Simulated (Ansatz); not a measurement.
Rows from a G0W0 calculation on BaNaLaWO6 (F-43m) (Ansatz 0.2.0; G0W0 on PBE, plane waves, PAW; PAW set soft_1; 4×4×4 mesh, 145 empty bands, screening to 54 eV, PAW set soft_1 files), in eV. Spin-orbit coupling is left out.

| row | Σx | Σc | Vxc | Z |
| --- | --- | --- | --- | --- |
| A | -16.56 | -4.01 | -22.04 | 0.76 |
| B | -25.46 | 4.87 | -20.41 | 0.73 |
| C | -26.28 | 4.70 | -21.46 | 0.74 |
| D | -25.52 | 4.87 | -20.48 | 0.73 |
| E | -12.81 | -3.73 | -17.68 | 0.79 |
| F | -12.44 | -3.86 | -17.43 | 0.80 |

Q: Which rows are filled states and which are empty ones, and how can one tell?

Filled: B, C and D. Empty: A, E and F. The sign of Σc tells: for a filled state bare exchange, which holds its interaction with itself, lies below Vxc (Σx − Vxc is -4.8 eV or lower here) and screening gives part back as a positive Σc. For an empty state Σx lies above Vxc (+4.9 eV or more) and the Coulomb hole leaves Σc negative.

[Runs of the session that timed out or met a known fault of the program may be left out.]

[Cells called generated may have been cut or substituted from an entry of the Crystallography Open Database or the Materials Project.]

[Hosts, paths, dates, database ids (printed as entryN), source tags and the programs' standing remarks are cut or masked in the printed files.]
